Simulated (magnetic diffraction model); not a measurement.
**Na2CoHgI6: what an assumed order does to the neutron pattern**

Space group Fm-3m (no. 225), a = 11.3990 Å.

| site | atom | x | y | z |
| --- | --- | --- | --- | --- |
| 4b | Hg | 1/2 | 0 | 0 |
| 24e | I | 0.2139 | 0 | 0 |
| 4a | Co | 0 | 0 | 0 |
| 8c | Na | 1/4 | 1/4 | 3/4 |

This is a made-up structure (elements placed in a structure type, unrelaxed), so the numbers test the method and describe no known phase.

Only Co is taken to order (form factors of Co2+); orders and moment sizes are assumed, and not adapted to the symmetry. Radiation: neutrons of λ = 1.594 Å, 3° to 50°; isotropic B of 0.23 Å² (Hg), 0.31 Å² (I), 0.43 Å² (Co) and 0.41 Å² (Na). The intensities are simulated: I ∝ L Σ (|F_N|² + |F_M⊥|²) for unpolarised neutrons, with F_M = 2.695 fm/μB × Σ f(s) S exp(2πi Q·r) exp(−B s²) at Q = H ± k (one set where k and −k are equivalent), only the part normal to Q counting and L = 1/(sin²θ cos θ). For collinear order S is the moment m, which repeats by lattice and centring translations R with the sign exp(−2πi k·R). Form factors are spin-only for 3d ions and dipole or tabulated for f ions, scattering lengths are Sears's of 1992, and absorption is left out. A label names one of the reflections at its angle. The strongest nuclear line in the range is 100, and lines under 0.2 are left out.

Assume the order k = (1/2 1/2 1/2), collinear moments along [101], 2.65 μB on Co.

Predict the pattern, nuclear and magnetic parts apart.

```csv
2θ (°),index,nuclear,magnetic
6.94,(1/2 1/2 1/2),0.0,4.6
13.32,(1/2 1/2 -3/2),0.0,8.6
13.91,(1 1 1),2.6,0.0
16.08,(2 0 0),60.1,0.0
17.53,(3/2 3/2 -1/2),0.0,3.5
20.93,(5/2 1/2 1/2),0.0,2.4
22.81,(2 2 0),31.0,0.0
23.87,(5/2 1/2 -3/2),0.0,4.3
26.50,(3/2 3/2 -5/2),0.0,1.7
26.82,(3 1 1),33.9,0.0
28.03,(2 2 2),29.7,0.0
28.91,(5/2 5/2 1/2),0.0,2.0
31.15,(7/2 3/2 -1/2),0.0,2.5
32.48,(4 0 0),100.0,0.0
33.26,(7/2 3/2 3/2),0.0,0.5
35.25,(5/2 5/2 5/2),0.0,1.6
35.49,(3 3 1),60.5,0.0
36.44,(4 2 0),31.1,0.0
37.14,(9/2 1/2 1/2),0.0,1.7
38.96,(9/2 1/2 -3/2),0.0,1.0
40.06,(4 2 2),10.7,0.0
40.71,(7/2 7/2 -1/2),0.0,1.3
42.40,(9/2 5/2 1/2),0.0,0.7
42.61,(5 1 1),30.8,0.0
44.04,(9/2 5/2 -3/2),0.0,0.6
45.62,(7/2 7/2 -5/2),0.0,0.6
46.60,(4 4 0),86.6,0.0
47.17,(9/2 5/2 5/2),0.0,1.1
48.68,(11/2 3/2 3/2),0.0,0.7
48.87,(5 3 1),3.8,0.0
49.61,(6 0 0),23.0,0.0
```

The strongest magnetic line in the range is (1/2 1/2 -3/2) at 13.32° (8.6). On top of the Lorentz factor, which all lines share, magnetic lines fade with angle because f falls: for Co2+ it is 0.91, 0.71, 0.49 and 0.18 at sin θ/λ = 0.1, 0.2, 0.3 and 0.5 Å⁻¹, while nuclear lengths stay constant. The order has no net moment.

[Logs are printed without paths, hosts, clocks, repeated set-up lines and the standing remarks that a program may print on its own settings, such as how far it seeks lower states.]
